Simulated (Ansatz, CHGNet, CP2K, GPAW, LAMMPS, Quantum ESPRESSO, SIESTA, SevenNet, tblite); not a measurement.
## Quantum ESPRESSO runs on liquid (Cs,Na,Li)Cl at 1200 K (74 atoms)

How near does Quantum ESPRESSO come to plane waves for liquid (Cs,Na,Li)Cl at 1200 K (74 atoms)?

Method: the method is named at each step, in Quantum ESPRESSO 7.5.

### 1. The structure

The cell holds 74 atoms: 16 Cs, 5 Na, 16 Li and 37 Cl. Its edges and angles: a = 13.948 Å, b = 13.948 Å, c = 13.948 Å, α = 90.0°, β = 90.0°, γ = 90.0°. 74 atoms (16 Cs, 5 Na, 16 Li, 37 Cl) placed at random at 2.24 g/cm³, melted at 1800 K for 10 ps at fixed volume with the Lennard-Jones and Coulomb ion parameters for SPC/E (Joung and Cheatham, J. Phys. Chem. B 112, 9020 (2008)), full charges. Snapshot at the end of a hold of 20 ps at 1200 K and fixed volume.

The yardstick, on the same geometry:

```
method                                           : Kohn-Sham DFT, PBE, PAW, plane waves (Ansatz 0.2.0); cutoff 420 eV, Γ point, fermi-dirac smearing of 0.05 eV; PAW set soft_2
r.m.s. force component                           : 0.4728 eV/Å
longest force                                    : 1.917 eV/Å
pressure                                         : 0.3406 GPa
gap (highest filled to lowest empty level) : 3.663 eV
SCF cycles                                       : 7
time                                             : 14 s on 8 threads of Arm Neoverse V2, shared host
CPU time                                         : 1.7 min
```

### 2. PBE, sssp-1.3.0-efficiency, 45/360 Ry

Method: Kohn-Sham DFT, PBE, SSSP efficiency 1.3.0 pseudopotentials, plane waves.

Input file pw.in:

```
&control
  calculation = 'scf'
  pseudo_dir = './pseudo'
  outdir = './tmp'
  disk_io = 'none'
  tprnfor = .true.
  tstress = .true.
/
&system
  ibrav = 0
  nat = 74
  ntyp = 4
  ecutwfc = 45
  ecutrho = 360
  nosym = .true.
  occupations = 'smearing'
  smearing = 'fd'
  degauss = 0.003675
/
&electrons
  conv_thr = 3.7e-07
  electron_maxstep = 100
  mixing_beta = 0.4
  mixing_mode = 'plain'
  diagonalization = 'david'
/
ATOMIC_SPECIES
Cs 132.905 Cs.upf
Na 22.990 Na.upf
Li 6.940 Li.upf
Cl 35.450 Cl.upf
CELL_PARAMETERS angstrom
13.94850 0.00000 0.00000
0.00000 13.94850 0.00000
0.00000 0.00000 13.94850
ATOMIC_POSITIONS crystal
Cs 0.61087 0.78960 0.37884
Cs 0.67517 0.93209 0.77003
Cs 0.25542 0.52332 0.32883
Cs 0.88990 0.12214 0.10458
Cs 0.46581 0.65786 0.53704
Cs 0.27502 0.85603 0.42486
Cs 0.90313 0.90458 0.33602
Cs 0.99744 0.71788 0.69599
Cs 0.55268 0.26753 0.85645
Cs 0.61714 0.39454 0.51314
Cs 0.13825 0.57246 0.01691
Cs 0.52445 0.37937 0.19229
Cs 0.31303 0.09564 0.83099
Cs 0.19818 0.25949 0.09152
Cs 0.02466 0.36360 0.46485
Cs 0.08129 0.02522 0.67377
Na 0.24959 0.49423 0.70672
Na 0.32327 0.78542 0.80379
Na 0.73219 0.10906 0.46395
Na 0.39644 0.75243 0.12878
Na 0.85264 0.50410 0.77822
Li 0.88298 0.42070 0.11123
Li 0.76497 0.52836 0.32992
Li 0.08524 0.35388 0.83059
Li 0.71058 0.61600 0.93454
Li 0.83907 0.18307 0.81750
Li 0.50103 0.02009 0.60691
Li 0.03490 0.67816 0.39723
Li 0.58594 0.09486 0.19757
Li 0.78499 0.65123 0.53980
Li 0.35174 0.27005 0.55250
Li 0.62124 0.86258 0.07050
Li 0.90086 0.66535 0.13475
Li 0.00107 0.85850 0.95986
Li 0.30209 0.00045 0.13702
Li 0.48172 0.57775 0.98148
Li 0.19532 0.14078 0.42360
Cl 0.66356 0.89487 0.54873
Cl 0.24827 0.15246 0.59676
Cl 0.95137 0.14044 0.46347
Cl 0.52285 0.07122 0.76426
Cl 0.75512 0.77018 0.11869
Cl 0.37589 0.60268 0.84002
Cl 0.22809 0.00992 0.29663
Cl 0.88544 0.60188 0.96986
Cl 0.05653 0.52347 0.76334
Cl 0.00357 0.22497 0.77832
Cl 0.72262 0.64400 0.71182
Cl 0.38583 0.44328 0.58146
Cl 0.73950 0.10911 0.94103
Cl 0.13121 0.80469 0.84500
Cl 0.25881 0.35145 0.88671
Cl 0.10754 0.56124 0.50091
Cl 0.02689 0.78659 0.12774
Cl 0.91766 0.93666 0.79291
Cl 0.43272 0.19118 0.15066
[... 14 atom lines left out ...]
Cl 0.18128 0.04075 0.01208
Cl 0.94582 0.53544 0.22748
Cl 0.81158 0.48712 0.50452
Cl 0.47917 0.94839 0.12785
K_POINTS gamma
```

Command:

```console
$ OMP_NUM_THREADS=1 mpirun -np 4 pw.x -in pw.in > output.txt
```

Output:

```text
Program PWSCF
     gamma-point specific algorithms are used
     one sub-group per band group will be used
     scalapack distributed-memory algorithm (size of sub-group:  2*  2 procs)
     Parallelization info
     sticks:   dense  smooth     PW     G-vecs:    dense   smooth      PW
     Min        4970    2484    618               527950   186600   23290
     Max        4972    2486    620               527960   186610   23292
     Sum       19885    9941   2477              2111827   746429   93165
     bravais-lattice index     =            0
     lattice parameter (alat)  =      26.3588  a.u.
     unit-cell volume          =   18313.8276 (a.u.)^3
     number of atoms/cell      =           74
     number of atomic types    =            4
     number of electrons       =       496.00
     number of Kohn-Sham states=          298
     kinetic-energy cutoff     =      45.0000  Ry
     charge density cutoff     =     360.0000  Ry
     scf convergence threshold =      3.7E-07
     mixing beta               =       0.4000
     number of iterations used =            8  plain     mixing
     Exchange-correlation=  SLA  PW   PBX  PBC
                           (   1   4   3   4   0   0   0)
     crystal axes: (cart. coord. in units of alat)
               a(1) = (   1.000000   0.000000   0.000000 )
               a(2) = (   0.000000   1.000000   0.000000 )
               a(3) = (   0.000000   0.000000   1.000000 )
     reciprocal axes: (cart. coord. in units 2 pi/alat)
               b(1) = (  1.000000  0.000000  0.000000 )
               b(2) = (  0.000000  1.000000  0.000000 )
               b(3) = (  0.000000  0.000000  1.000000 )
     PseudoPot. # 1 for Cs:
     Pseudo is Ultrasoft + core correction, Zval =  9.0
     PseudoPot. # 2 for Na:
     Pseudo is Ultrasoft, Zval =  9.0
     PseudoPot. # 3 for Li:
     Pseudo is Ultrasoft, Zval =  3.0
     PseudoPot. # 4 for Cl:
     Pseudo is Ultrasoft + core correction, Zval =  7.0
     atomic species   valence    mass     pseudopotential
     Cs                9.00   132.90500     Cs( 1.00)
     Na                9.00    22.99000     Na( 1.00)
     Li                3.00     6.94000     Li( 1.00)
     Cl                7.00    35.45000     Cl( 1.00)
     No symmetry found
   Cartesian axes
     number of k points=     1  Fermi-Dirac smearing, width (Ry)=  0.0037
                       cart. coord. in units 2pi/alat
        k(    1) = (   0.0000000   0.0000000   0.0000000), wk =   2.0000000
     Dense  grid:  1055914 G-vectors     FFT dimensions: ( 160, 160, 160)
     Smooth grid:   373215 G-vectors     FFT dimensions: ( 120, 120, 120)
     Initial potential from superposition of free atoms
     starting charge     488.1262, renormalised to     496.0000
     negative rho (up, down):  5.680E-01 0.000E+00
     Starting wfcs are  461 randomized atomic wfcs
     Self-consistent Calculation
     iteration #  1     ecut=    45.00 Ry     beta= 0.40
     Threshold (ethr) on eigenvalues was too large:
     Diagonalizing with lowered threshold
     negative rho (up, down):  5.691E-01 0.000E+00
     total energy              =   -2957.68547431 Ry
     estimated scf accuracy    <       3.70408332 Ry
     iteration #  2     ecut=    45.00 Ry     beta= 0.40
     negative rho (up, down):  5.565E-01 0.000E+00
     total energy              =   -2958.12075134 Ry
     estimated scf accuracy    <       0.35458209 Ry
     iteration #  3     ecut=    45.00 Ry     beta= 0.40
     negative rho (up, down):  5.426E-01 0.000E+00
     total energy              =   -2958.17194501 Ry
     estimated scf accuracy    <       0.07717784 Ry
     iteration #  4     ecut=    45.00 Ry     beta= 0.40
     negative rho (up, down):  5.401E-01 0.000E+00
     total energy              =   -2958.18096147 Ry
     estimated scf accuracy    <       0.00672732 Ry
     iteration #  5     ecut=    45.00 Ry     beta= 0.40
     c_bands:  2 eigenvalues not converged
     negative rho (up, down):  5.399E-01 0.000E+00
     total energy              =   -2958.18239249 Ry
     estimated scf accuracy    <       0.00060292 Ry
     iteration #  6     ecut=    45.00 Ry     beta= 0.40
[...]
total energy              =   -2958.18268782 Ry
     estimated scf accuracy    <       0.00011981 Ry
     iteration #  7     ecut=    45.00 Ry     beta= 0.40
[...]
total energy              =   -2958.18276384 Ry
     estimated scf accuracy    <       0.00001778 Ry
     iteration #  8     ecut=    45.00 Ry     beta= 0.40
[...]
total energy              =   -2958.18277990 Ry
     estimated scf accuracy    <       0.00000124 Ry
     iteration #  9     ecut=    45.00 Ry     beta= 0.40
[...]
total energy              =   -2958.18278491 Ry
     estimated scf accuracy    <       0.00000043 Ry
     iteration # 10     ecut=    45.00 Ry     beta= 0.40
     negative rho (up, down):  5.388E-01 0.000E+00
     End of self-consistent calculation
          k = 0.0000 0.0000 0.0000 ( 46583 PWs)   bands (ev):
   -50.7202 -50.5834 -50.1780 -50.1590 -49.9251 -45.5801 -45.1978 -44.9764
   -44.8539 -44.7317 -44.7284 -44.7228 -44.6312 -44.4555 -44.4252 -44.3579
   -43.9750 -43.9129 -43.7961 -43.5343 -43.4923 -22.6758 -22.6314 -22.6057
   -22.5188 -22.5011 -22.4571 -22.1466 -22.1077 -22.0749 -22.0725 -22.0607
   -22.0516 -21.8700 -21.8385 -21.8176 -20.3996 -19.9264 -19.6992 -19.6660
   -19.4971 -19.3438 -19.3280 -19.2130 -19.1145 -19.0821 -19.0570 -18.9997
[...]
6.1390   6.2339   6.2639   6.2912   6.3125   6.3707   6.4002   6.4386
     6.4661   6.4895   6.5060   6.5619   6.5957   6.6271   6.6517   6.6943
     6.7165   6.7307   6.7757   6.8065   6.8412   6.8580   6.9027   6.9495
     6.9797   6.9972
     the Fermi energy is     1.9924 ev
!    total energy              =   -2958.18278611 Ry
     estimated scf accuracy    <       0.00000006 Ry
     smearing contrib. (-TS)   =      -0.00000000 Ry
     internal energy E=F+TS    =   -2958.18278611 Ry
     The total energy is F=E-TS. E is the sum of the following terms:
     one-electron contribution =   -1276.48856468 Ry
     hartree contribution      =     762.20024750 Ry
     xc contribution           =    -962.20153518 Ry
     ewald contribution        =   -1481.69293374 Ry
     convergence has been achieved in  10 iterations
     negative rho (up, down):  5.388E-01 0.000E+00
     Forces acting on atoms (cartesian axes, Ry/au):
     atom    1 type  1   force =    -0.00196121    0.00077280   -0.06550874
     atom    2 type  1   force =     0.04517326   -0.04328665    0.02590426
     atom    3 type  1   force =     0.00287831    0.00635672   -0.01459628
     atom    4 type  1   force =     0.00032377   -0.01066561    0.01824595
     atom    5 type  1   force =    -0.01143385   -0.00164443    0.02934626
     atom    6 type  1   force =     0.00310820    0.00463888    0.05160482
[...]
atom   72 type  4   force =    -0.00008054    0.00516788   -0.00039992
     atom   73 type  4   force =     0.01721792    0.02073254   -0.00969721
     atom   74 type  4   force =     0.00258811   -0.01551176    0.00149726
     Total force =     0.270525     Total SCF correction =     0.000661
     Computing stress (Cartesian axis) and pressure
     negative rho (up, down):  5.388E-01 0.000E+00
          total   stress  (Ry/bohr**3)                   (kbar)     P=        3.01
   0.00000425   0.00001559  -0.00001073            0.62        2.29       -1.58
   0.00001559   0.00005856   0.00000630            2.29        8.61        0.93
  -0.00001073   0.00000630  -0.00000147           -1.58        0.93       -0.22
     Message from routine punch:
     Nothing written, as per user request (disk_io='none')
```

Elapsed: 4.5 min, on 4 MPI ranks of Arm Neoverse V2, shared host; peak memory 6.4 GiB.

Banners, paths, timers and routine set-up lines are dropped from the logs unmarked, and long logs keep their key lines alone; longer cuts are marked.

Compared with the plane-wave run:

* r.m.s. force component: 0.4668 eV/Å
* r.m.s. difference of force components: 7.434 meV/Å
* longest difference of force vectors: 38.42 meV/Å
* force difference over r.m.s. force: 1.572 %
* slope of forces against the reference's: 0.9873
* correlation of force components: 1
* gap (highest filled to lowest empty level): 3.664 eV
* gap difference: 0.0016 eV
* pressure: 0.3003 GPa
* pressure difference: -0.0403 GPa

Length of the force difference by element (eV/Å):

```
element  atoms    mean    most
     Cl     37   0.012   0.038
     Cs     16   0.015   0.028
     Li     16  0.0011  0.0016
     Na      5  0.0086   0.018
```

Levels nearest the highest filled one (eV from it): -0.32, -0.29, -0.26, -0.26, -0.21, -0.19, -0.17, -0.14, -0.06, -0.05, -0.01, 0.00, 3.66, 4.37, 4.44, 4.67, 4.77, 4.84, 4.99, 5.08, 5.13, 5.21, 5.24, 5.31.

A closer look about Cl57, which bears the longest force: 12 atoms, nearest first, numbered in the order of the input, with positions taken from that point.

```
atom      x      y      z  distance (Å)     Fx     Fy  Fz (eV/Å)
Cl57   0.00   0.00   0.00          0.00  -1.27   1.30      -0.51
Li22  -1.70   1.73   0.99          2.62   0.23  -0.40       0.26
Cs14   2.69  -0.52   0.72          2.83   1.45  -0.18       0.70
 Cs4  -1.61  -2.44   0.90          3.05   0.01  -0.27       0.47
Li24   1.12   0.80  -2.92          3.23   0.16  -0.03       0.18
Cl47  -0.02  -1.00  -3.65          3.79  -0.24   0.03       0.00
Cl68  -2.77   0.37   2.62          3.83  -0.35   0.36      -0.07
Li26  -2.32  -1.59  -3.11          4.19   0.08   0.42       0.20
Cl52   3.54   0.76  -2.14          4.20  -0.43   0.04      -0.60
Cs11   1.86   3.84  -0.32          4.28  -0.03   0.04      -0.30
Cl72  -0.83   3.33   2.61          4.31   0.00   0.13      -0.01
Cl71   2.46  -3.57  -0.39          4.35   0.28  -0.44       0.42
```

Forces lie 1.6 % from the reference's, at 10 times its CPU time (on 4 against 8 cores).

### 3. Results

- force difference from the reference: QE PBE, sssp-1.3.0-efficiency, 45/360 Ry, 1.6 %
- its CPU time: 18 min

In words: PBE on plane waves or a grid with other potentials, cutoffs or grids differs from the reference by 1.6 % (QE PBE, sssp-1.3.0-efficiency, 45/360 Ry) of the r.m.s. force; this holds the reference's own error, so differences of a few per cent don't tell which side is nearer the exact PBE result (QE's 45 Ry are 612 eV, against the reference's 420 eV). PBE gaps agree with the reference's 3.66 eV within 0.002 eV. The frame stands for 1200 K, but pressures are static and levels are smeared at 580 K. The network of bonds at the start is that of the classical potential that made the cell, and needn't be the one that DFT or experiment would give. The ion parameters were fitted for water, not for melts, so the starting structure of this cell may lie well off the real melt's. The electronic-structure runs sample only Γ, in a cell whose shortest periodic width is 14 Å. Spin–orbit coupling is left out, which matters for the levels of the heavy elements.

[Also dropped from logs without a mark: logging warnings of Python, and SIESTA's first energy breakdown and zero terms.]

[Logs are printed without paths, hosts, clocks, repeated set-up lines and the standing remarks that a program may print on its own settings, such as how far it seeks lower states.]

[Hosts, paths, dates, database ids (printed as entryN), source tags and the programs' standing remarks are cut or masked in the printed files.]
